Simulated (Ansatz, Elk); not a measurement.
## GaCu2IrSe4: X-ray structure factors from the self-consistent density

Structure refinements treat a crystal as free atoms side by side. For a made-up structure of GaCu2IrSe4 (cell and positions from a PBEsol relaxation) the runs below show what the calculated density changes in F(hkl).

Calculated with Elk 11.2.3 (patched build); DFT, PBE, all-electron APW+lo, Dirac cores, scalar-relativistic bands, static density, no spin.

The structure was built from a prototype and need not be the compound's stable phase.

## 1. Set-up

The structure is tetragonal, space group I-42m (No. 121). The conventional cell has a = 5.527 Å, b = 5.527 Å, c = 11.045 Å, α = 90.00°, β = 90.00°, γ = 90.00°. Nearest to Ir lie 4 Se at 2.38 Å. Se has 2 Cu at 2.36 Å and 1 Ir at 2.38 Å and 1 Ga at 2.47 Å nearest. Nearest to Ga lie 4 Se at 2.47 Å. Nearest to Cu lie 4 Se at 2.36 Å. Farther neighbours and most contacts between anions are not listed.

## 2. Ground state and structure factors

An all-electron density is needed, since X-rays see the cores too. Task 0 finds the density and task 195 Fourier-transforms it; tshift is off so that phases refer to the origin typed.

Contents of elk.in:

```
tasks
  0
  195

xctype
  20

spinpol
  .false.

rgkmax
  7.0

gmaxvr
  14.0

lmaxo
  7

lmaxapw
  8

swidth
  0.002

tshift
  .false.

ramdisk
  .false.

hmaxvr
  5.5

maxscl
  120

epspot
  1e-06

sppath
  './'

avec
  -5.22232822813 5.22232822813 10.43616910829
  5.22232822813 -5.22232822813 10.43616910829
  5.22232822813 5.22232822813 -10.43616910829

atoms
  4
  'Ir.in'
  1
  -0.0000000000 -0.0000000000 0.0000000000   0.000000 0.000000 0.000000
  'Se.in'
  4
  0.8875592123 0.3731844524 0.0000000000   0.000000 0.000000 0.000000
  0.1124407877 0.1124407877 0.4856252402   0.000000 0.000000 0.000000
  0.6268155476 0.6268155476 0.5143747598   0.000000 0.000000 0.000000
  0.3731844524 0.8875592123 0.0000000000   0.000000 0.000000 0.000000
  'Ga.in'
  1
  0.5000000000 0.5000000000 0.0000000000   0.000000 0.000000 0.000000
  'Cu.in'
  2
  0.2500000000 0.7500000000 0.5000000000   0.000000 0.000000 0.000000
  0.7500000000 0.2500000000 0.5000000000   0.000000 0.000000 0.000000

ngridk
  6 6 6
```

On the command line:

```
$ OMP_NUM_THREADS=4 elk
```

Numbers of over 12 decimals in the logs are rounded to 6 here.

The log of the run:

```text
┌─────────────────────────┐
│ Elk code version 11.2.3 │
└─────────────────────────┘

All units are atomic (Hartree, Bohr, etc.)

┌─────────────────────────────────────────────────┐
│ Ground-state run starting from atomic densities │
└─────────────────────────────────────────────────┘

Lattice vectors :
  -5.222328228       5.222328228       10.43616911
   5.222328228      -5.222328228       10.43616911
   5.222328228       5.222328228      -10.43616911

Reciprocal lattice vectors :
 -0.1908867429E-16  0.6015693607      0.3010292973
  0.6015693607     -0.1908867429E-16  0.3010292973
  0.6015693607      0.6015693607     -0.7654955838E-17

Unit cell volume      :    1138.490543
Brillouin zone volume :   0.2178763934

Muffin-tin inner radius fraction :   0.1000000000E-01

Nuclei treated as point charges

Species : 1 (Ir)
 parameters loaded from : Ir.in
 name : iridium
 nuclear charge    :   -77.00000000
 electronic charge :    77.00000000
 atomic mass :    350390.1562
 muffin-tin radius :    2.397247780
 number of radial points in muffin-tin :   1393
 inner part over the whole radius :   0.9938890293E-02
 number on inner part of muffin-tin    :    996
 approximate nuclear radius :   0.1024342351E-03
 number of mesh points to nuclear radius :    527
 atomic positions (lattice), magnetic fields (Cartesian) :
  1 :   0.00000000  0.00000000  0.00000000    0.00000000  0.00000000  0.00000000

Species : 2 (Se)
 parameters loaded from : Se.in
 name : selenium
 nuclear charge    :   -34.00000000
 electronic charge :    34.00000000
 atomic mass :    143935.2749
 muffin-tin radius :    2.033642775
 number of radial points in muffin-tin :    993
 inner part over the whole radius :   0.9988762333E-02
 number on inner part of muffin-tin    :    700
 approximate nuclear radius :   0.7785908700E-04
 number of mesh points to nuclear radius :    346
 atomic positions (lattice), magnetic fields (Cartesian) :
  1 :   0.88755921  0.37318445  0.00000000    0.00000000  0.00000000  0.00000000
  2 :   0.11244079  0.11244079  0.48562524    0.00000000  0.00000000  0.00000000
  3 :   0.62681555  0.62681555  0.51437476    0.00000000  0.00000000  0.00000000
  4 :   0.37318445  0.88755921  0.00000000    0.00000000  0.00000000  0.00000000

Species : 3 (Ga)
 parameters loaded from : Ga.in
 name : gallium
 nuclear charge    :   -31.00000000
 electronic charge :    31.00000000
 atomic mass :    127097.2539
 muffin-tin radius :    2.400000000
 number of radial points in muffin-tin :    993
 inner part over the whole radius :   0.9952882137E-02
 number on inner part of muffin-tin    :    702
 approximate nuclear radius :   0.7562051033E-04
 number of mesh points to nuclear radius :    339
 atomic positions (lattice), magnetic fields (Cartesian) :
  1 :   0.50000000  0.50000000  0.00000000    0.00000000  0.00000000  0.00000000

Species : 4 (Cu)
 parameters loaded from : Cu.in
 name : copper
 nuclear charge    :   -29.00000000
 electronic charge :    29.00000000
 atomic mass :    115837.2717
 muffin-tin radius :    2.375307141
 number of radial points in muffin-tin :    993
 inner part over the whole radius :   0.9923247376E-02
 number on inner part of muffin-tin    :    701
 approximate nuclear radius :   0.7406004541E-04
 number of mesh points to nuclear radius :    336
 atomic positions (lattice), magnetic fields (Cartesian) :
  1 :   0.25000000  0.75000000  0.50000000    0.00000000  0.00000000  0.00000000
  2 :   0.75000000  0.25000000  0.50000000    0.00000000  0.00000000  0.00000000

Total number of atoms per unit cell :    8
Total muffin-tin volume :    368.8063507
 ratio of muffin-tin to unit cell volume :   0.3239432711

Spin treatment :
 spin-unpolarised

Number of Bravais lattice symmetries :   16
Number of crystal symmetries         :    8
Crystal has no inversion symmetry
Complex Hermitian eigensolver will be used

k-point grid :      6     6     6
k-point offset :    0.000000000       0.000000000       0.000000000
[...]
Estimated direct band gap   :   0.3925343454E-02
 at k-point 14

Charges :
 core                        :    162.0000000
 valence                     :    140.0000000
 interstitial                :    15.98665491
 muffin-tins (core leakage)
  species : 1 (Ir)
[...]
species : 2 (Se)
[...]
species : 3 (Ga)
[...]
species : 4 (Cu)
[...]
total in muffin-tins        :    286.0133451
 total calculated charge     :    301.9938967
 total charge                :    302.0000000
 error                       :   0.6103276128E-02

RMS change in Kohn-Sham potential (target) :   0.4740428950     (  0.1000000000E-05)
Absolute change in total energy (target)   :    2.671872050     (  0.1000000000E-03)

[... loops 3 to 16 left out ...]

┌──────────────────┐
│ Loop number : 17 │
└──────────────────┘

Energies :
 Fermi                       :     0.211083
 sum of occupied eigenvalues :     -19614.452212624
 electron kinetic            :      35657.435970891
 core electron kinetic       :      33553.544483768
 Coulomb                     :     -67578.227886091
 Coulomb potential           :     -54082.188753991
 nuclear-nuclear             :     -3142.5415411305
 electron-nuclear            :     -74850.865289392
 Hartree                     :      10415.178944432
 Madelung                    :     -40537.133509096
 xc potential                :     -1189.6994295249
 exchange                    :     -896.74460667720
 correlation                 :     -15.709029465060
 electron entropic           :    -0.16745093424958E-02
 total energy                :     -32833.247225851

Density of states at Fermi energy :    123.6420373
 (states/Hartree/unit cell)

Estimated indirect band gap :   0.6475577377E-03
 from k-point 37 to k-point 38
Estimated direct band gap   :   0.2607198701E-02
 at k-point 38

Charges :
 core                        :    162.0000000
 valence                     :    140.0000000
 interstitial                :    15.16666705
 muffin-tins (core leakage)
  species : 1 (Ir)
[...]
species : 2 (Se)
[...]
species : 3 (Ga)
[...]
species : 4 (Cu)
[...]
total in muffin-tins        :    286.8333330
 total calculated charge     :    301.9940212
 total charge                :    302.0000000
 error                       :   0.5978770697E-02

RMS change in Kohn-Sham potential (target) :   0.6462434636E-06 (  0.1000000000E-05)
Absolute change in total energy (target)   :   0.3983344504E-04 (  0.1000000000E-03)

Convergence targets achieved

┌──────────────────┐
│ Loop number : 18 │
└──────────────────┘

Energies :
 Fermi                       :     0.211083
 sum of occupied eigenvalues :     -19614.452165163
 electron kinetic            :      35657.435962321
 core electron kinetic       :      33553.544486487
 Coulomb                     :     -67578.227849520
 Coulomb potential           :     -54082.188806744
 nuclear-nuclear             :     -3142.5415411305
 electron-nuclear            :     -74850.865161919
 Hartree                     :      10415.178853530
 Madelung                    :     -40537.133446148
 xc potential                :     -1189.6993207401
 exchange                    :     -896.74460453118
 correlation                 :     -15.709029464933
 electron entropic           :    -0.16745098276614E-02
 total energy                :     -32833.247195705

Density of states at Fermi energy :    123.6420718
 (states/Hartree/unit cell)

Estimated indirect band gap :   0.6475664997E-03
 from k-point 37 to k-point 38
Estimated direct band gap   :   0.2607174185E-02
 at k-point 38

Charges :
 core                        :    162.0000000
 valence                     :    140.0000000
 interstitial                :    15.16666842
 muffin-tins (core leakage)
  species : 1 (Ir)
[...]
species : 2 (Se)
[...]
species : 3 (Ga)
   atom 1                    :    29.68435296     (  0.7560328549E-03)
  species : 4 (Cu)
   atom 1                    :    28.27491606     (  0.1847255554E-03)
   atom 2                    :    28.27491606     (  0.1847255554E-03)
 total in muffin-tins        :    286.8333316
 total calculated charge     :    301.9940212
 total charge                :    302.0000000
 error                       :   0.5978770688E-02

┌──────────────────────────────┐
│ Self-consistent loop stopped │
└──────────────────────────────┘

Warning : core states of species 1 leak from the muffin-tin :   0.1900480661E-02

Warning : core states of species 2 leak from the muffin-tin :   0.6394752365E-03

Warning : core states of species 3 leak from the muffin-tin :   0.7560328549E-03

Warning : core states of species 4 leak from the muffin-tin :   0.1847255554E-03

Wrote STATE.OUT
```

It took 3.1 min on 4 threads of INTEL XEON PLATINUM 8581C at 2.10GHz (Emerald Rapids), shared host; peak memory 0.46 GiB; 11 min of CPU time.

SFACRHO.OUT:

```text

h k l indices transformed by vhmat matrix:
   1.000000000       0.000000000       0.000000000    
   0.000000000       1.000000000       0.000000000    
   0.000000000       0.000000000       1.000000000    

      h      k      l  multipl.   |H|            Re(F)            Im(F)           |F|

      0      0      0      1   0.0000000       302.00000      0.20118835E-15   302.00000    
      1      1     -1      2  0.60205859       39.426204     -0.54775607E-10   39.426204    
      1      0     -1      8  0.67268442       48.177705      0.25803013E-07   48.177705    
      1     -1      0      4  0.85074755       46.684518      0.25330112E-13   46.684518    
     -1     -1      2      4   1.0422312       145.12631      -115.30782       185.35786    
      0     -2      1      4   1.0422312       145.12631       115.30782       185.35786    
     -1     -2      1      8   1.0851053       37.887975      0.21529724E-07   37.887975    
     -1      1     -1      4   1.2031387       29.411200     -0.70284976E-10   29.411200    
     -2     -2      2      2   1.2041172       29.937541      0.62825160E-10   29.937541    
      0      2      0      8   1.3453688       50.662810      0.40093309E-10   50.662810    
     -2      1      1      8   1.3784220       36.701128       6.9941929       37.361632    
      0     -1      2      8   1.3784220       36.701128      -6.9941929       37.361632    
     -2     -2      1      4   1.4743370       42.438819       13.931373       44.666951    
      2      2     -3      4   1.4743370       42.438819      -13.931373       44.666951    
      2      1      0      8   1.6201840       41.949327       5.7186859       42.337328    
      3      0     -2      8   1.6201840       41.949327      -5.7186859       42.337328    
      3      2     -2      8   1.6209107       35.880373      0.51096537E-07   35.880373    
      2     -2      0      4   1.7014951       224.16732     -0.32727274E-13   224.16732
```

Elk indexes on the primitive cell of elk.in and gives |H| = 4π sin θ/λ in inverse bohr. Below, one row stands for each form hkl of the conventional cell (m members, Friedel mates merged), F is for one primitive cell and the density is static (no thermal factor). Free-atom factors are Waasmaier and Kirfel's, and R is Σm||F|−|F'||/Σm|F|.

```csv
hkl,m,sin θ/λ (Å⁻¹),"abs F, DFT",neutral atoms,diff.,abs of complex diff.
002,2,0.090,39.426,39.186,+0.241,0.241
101,8,0.101,48.178,48.021,+0.157,0.157
110,4,0.128,46.684,46.385,+0.299,0.299
112,8,0.157,185.358,185.281,+0.077,0.408
103,8,0.163,37.888,37.806,+0.082,0.082
200,4,0.181,29.411,30.140,-0.729,0.729
004,2,0.181,29.938,30.696,-0.758,0.758
202,8,0.202,50.663,50.167,+0.496,0.496
211,16,0.207,37.362,37.347,+0.015,0.030
114,8,0.222,44.667,44.267,+0.400,0.454
213,16,0.244,42.337,42.356,-0.019,0.033
105,8,0.244,35.880,35.807,+0.073,0.073
220,4,0.256,224.167,225.260,-1.093,1.093
204,8,0.256,223.651,224.731,-1.080,1.080
222,8,0.271,34.275,33.964,+0.311,0.312
006,2,0.272,60.328,59.941,+0.387,0.387
301,8,0.275,28.446,28.304,+0.142,0.142
310,8,0.286,39.788,39.383,+0.405,0.405
```

## 3. The highest occupied states alone

An energy window below the Fermi level keeps the highest occupied states, to see at which angles they scatter; shallow core shells can lie inside it and anion s states outside. No new self-consistency is needed.

elk.in: that of step 2 with these lines changed.

```diff
@@ -1,3 +1,2 @@
 tasks
-  0
   195
@@ -40,2 +39,5 @@
 
+wsfac
+  -0.156410 0.511080
+
 sppath
```

On the command line:

```
$ OMP_NUM_THREADS=4 elk
```

The log of the run:

```text
┌─────────────────────────────────┐
│ Elk code version 11.2.3 started │
└─────────────────────────────────┘

Info(readinput): the functional depends on the density's gradient
 muffin-tin radial points multiplied by    2.00000
 (not where nrmtscf is given)

┌────────────────────┐
│ Current task : 195 │
└────────────────────┘
Info(checkmt): changed muffin-tin radius of species 1 (Ir) from   2.8000 to   2.3972
Info(checkmt): changed muffin-tin radius of species 2 (Se) from   2.4000 to   2.0336
Info(checkmt): changed muffin-tin radius of species 4 (Cu) from   2.4000 to   2.3753

Info(sfacrho): density structure factors written to SFACRHO.OUT

 Energy window :  -0.1564100000      0.5110800000

┌──────────────────┐
│ Elk code stopped │
└──────────────────┘
```

Run time: 23 s. Hardware: 4 threads; peak memory 0.28 GiB.

States within 10 eV below the Fermi level hold 50.00 electrons; any levels below the window count with the cores. Their amplitudes can exceed the total, where window and core parts have opposite phase:

```csv
hkl,sin θ/λ (Å⁻¹),"abs F, window","abs F, all"
002,0.090,11.643,39.426
101,0.101,5.153,48.178
110,0.128,10.980,46.684
112,0.157,21.468,185.358
103,0.163,3.131,37.888
200,0.181,14.039,29.411
004,0.181,14.056,29.938
202,0.202,10.224,50.663
211,0.207,2.160,37.362
114,0.222,10.238,44.667
```

## 4. Another functional

The difference from free atoms is small, so it is set against the change that PBEsol makes.

elk.in: that of step 3 with these lines changed.

```diff
@@ -1,2 +1,3 @@
 tasks
+  0
   195
@@ -4,3 +5,3 @@
 xctype
-  20
+  22
 
@@ -39,5 +40,2 @@
 
-wsfac
-  -0.156410 0.511080
-
 sppath
```

On the command line:

```
$ OMP_NUM_THREADS=4 elk
```

The log of the run:

```text
┌─────────────────────────┐
│ Elk code version 11.2.3 │
└─────────────────────────┘

All units are atomic (Hartree, Bohr, etc.)

┌─────────────────────────────────────────────────┐
│ Ground-state run starting from atomic densities │
└─────────────────────────────────────────────────┘

Lattice vectors :
  -5.222328228       5.222328228       10.43616911
   5.222328228      -5.222328228       10.43616911
   5.222328228       5.222328228      -10.43616911

Reciprocal lattice vectors :
 -0.1908867429E-16  0.6015693607      0.3010292973
[...]
total in muffin-tins        :    286.7957116
 total calculated charge     :    301.9939769
 total charge                :    302.0000000
 error                       :   0.6023063629E-02

┌──────────────────────────────┐
│ Self-consistent loop stopped │
└──────────────────────────────┘

Warning : core states of species 1 leak from the muffin-tin :   0.1900059852E-02

Warning : core states of species 2 leak from the muffin-tin :   0.6458894368E-03

Warning : core states of species 3 leak from the muffin-tin :   0.7666950895E-03

Warning : core states of species 4 leak from the muffin-tin :   0.1883041887E-03

Wrote STATE.OUT
[key lines of the parts left out:]
total energy                :     -32817.473128280
```

The job ended after 3 min (4 threads; peak memory 0.44 GiB; 10 min of CPU time).

Against the first run R = 0.02 %; the largest change is -0.057 at 112.

## 5. Basis size

The basis and the expansions that go with it are enlarged, to see whether the differences are converged.

elk.in: that of step 4 with these lines changed.

```diff
@@ -5,3 +5,3 @@
 xctype
-  22
+  20
 
@@ -11,12 +11,12 @@
 rgkmax
-  7.0
+  8.5
 
 gmaxvr
-  14.0
+  18.0
 
 lmaxo
-  7
+  9
 
 lmaxapw
-  8
+  10
```

On the command line:

```
$ OMP_NUM_THREADS=4 elk
```

The log of the run:

```text
┌─────────────────────────┐
│ Elk code version 11.2.3 │
└─────────────────────────┘

All units are atomic (Hartree, Bohr, etc.)

┌─────────────────────────────────────────────────┐
│ Ground-state run starting from atomic densities │
└─────────────────────────────────────────────────┘

Lattice vectors :
  -5.222328228       5.222328228       10.43616911
   5.222328228      -5.222328228       10.43616911
   5.222328228       5.222328228      -10.43616911

Reciprocal lattice vectors :
 -0.1908867429E-16  0.6015693607      0.3010292973
[...]
total in muffin-tins        :    286.8839881
 total calculated charge     :    301.9941319
 total charge                :    302.0000000
 error                       :   0.5868076134E-02

┌──────────────────────────────┐
│ Self-consistent loop stopped │
└──────────────────────────────┘

Warning : core states of species 1 leak from the muffin-tin :   0.1903136419E-02

Warning : core states of species 2 leak from the muffin-tin :   0.6383529657E-03

Warning : core states of species 3 leak from the muffin-tin :   0.7555289744E-03

Warning : core states of species 4 leak from the muffin-tin :   0.1848237513E-03

Wrote STATE.OUT
[key lines of the parts left out:]
total energy                :     -32833.303810235
```

Wall time 8.6 min (4 threads); peak memory 0.9 GiB.

Against the first run R = 0.01 %; the largest change is -0.028 at 336.

## 6. Settings against the effect

```csv
run,R against the first run (%),"R against neutral atoms, low angle (%)",wall time
"PBE, rgkmax 7",0.00,0.44,3.1 min
PBEsol,0.02,0.44,3 min
rgkmax 8.5 with larger expansions,0.01,0.44,8.6 min
```

## 7. What came out

| Property | Result |
| --- | --- |
| R against neutral atoms, sin θ/λ < 0.3 Å⁻¹ | 0.44 % |
| R against neutral atoms, 0.3 to 0.66 Å⁻¹ | 0.21 % |

Independent neutral atoms miss the calculated amplitudes by R = 0.44 % below 0.3 Å⁻¹ and 0.21 % from there to 0.66 Å⁻¹; by shells, 0.45 % below 0.15 Å⁻¹ (3 forms), 0.44 % 0.15 to 0.3 (15 forms), 0.24 % 0.3 to 0.45 (33 forms), 0.19 % above 0.45 (98 forms). Bonding, aspherical density and the tables' own atoms all enter these figures, and the runs don't part them. The largest change of an amplitude is -1.09 electrons, at 220. R counts amplitudes alone; phases shift too. The window's part falls from 50.0 electrons at the origin to at most 5.26 between 0.45 and 0.66 Å⁻¹, where compact states inside the window still scatter. Below 0.3 Å⁻¹ the changes that finished (PBEsol and rgkmax 8.5 with larger expansions) move F by R = 0.01 % at most, against the 0.44 % that separates it from free atoms. The k-mesh has no finished test. These runs have no spin, though d or f shells may be open. Spin-orbit coupling is left out, which can matter for elements this heavy. Part of the difference isn't bonding: the tables are fits to free atoms and ions calculated by other methods than this functional. Thermal motion, anomalous dispersion and extinction are left out.

[Logs are printed without paths, hosts, clocks, repeated set-up lines and the standing remarks that a program may print on its own settings, such as how far it seeks lower states.]

[Hosts, paths, dates, database ids (printed as entryN), source tags and the programs' standing remarks are cut or masked in the printed files.]
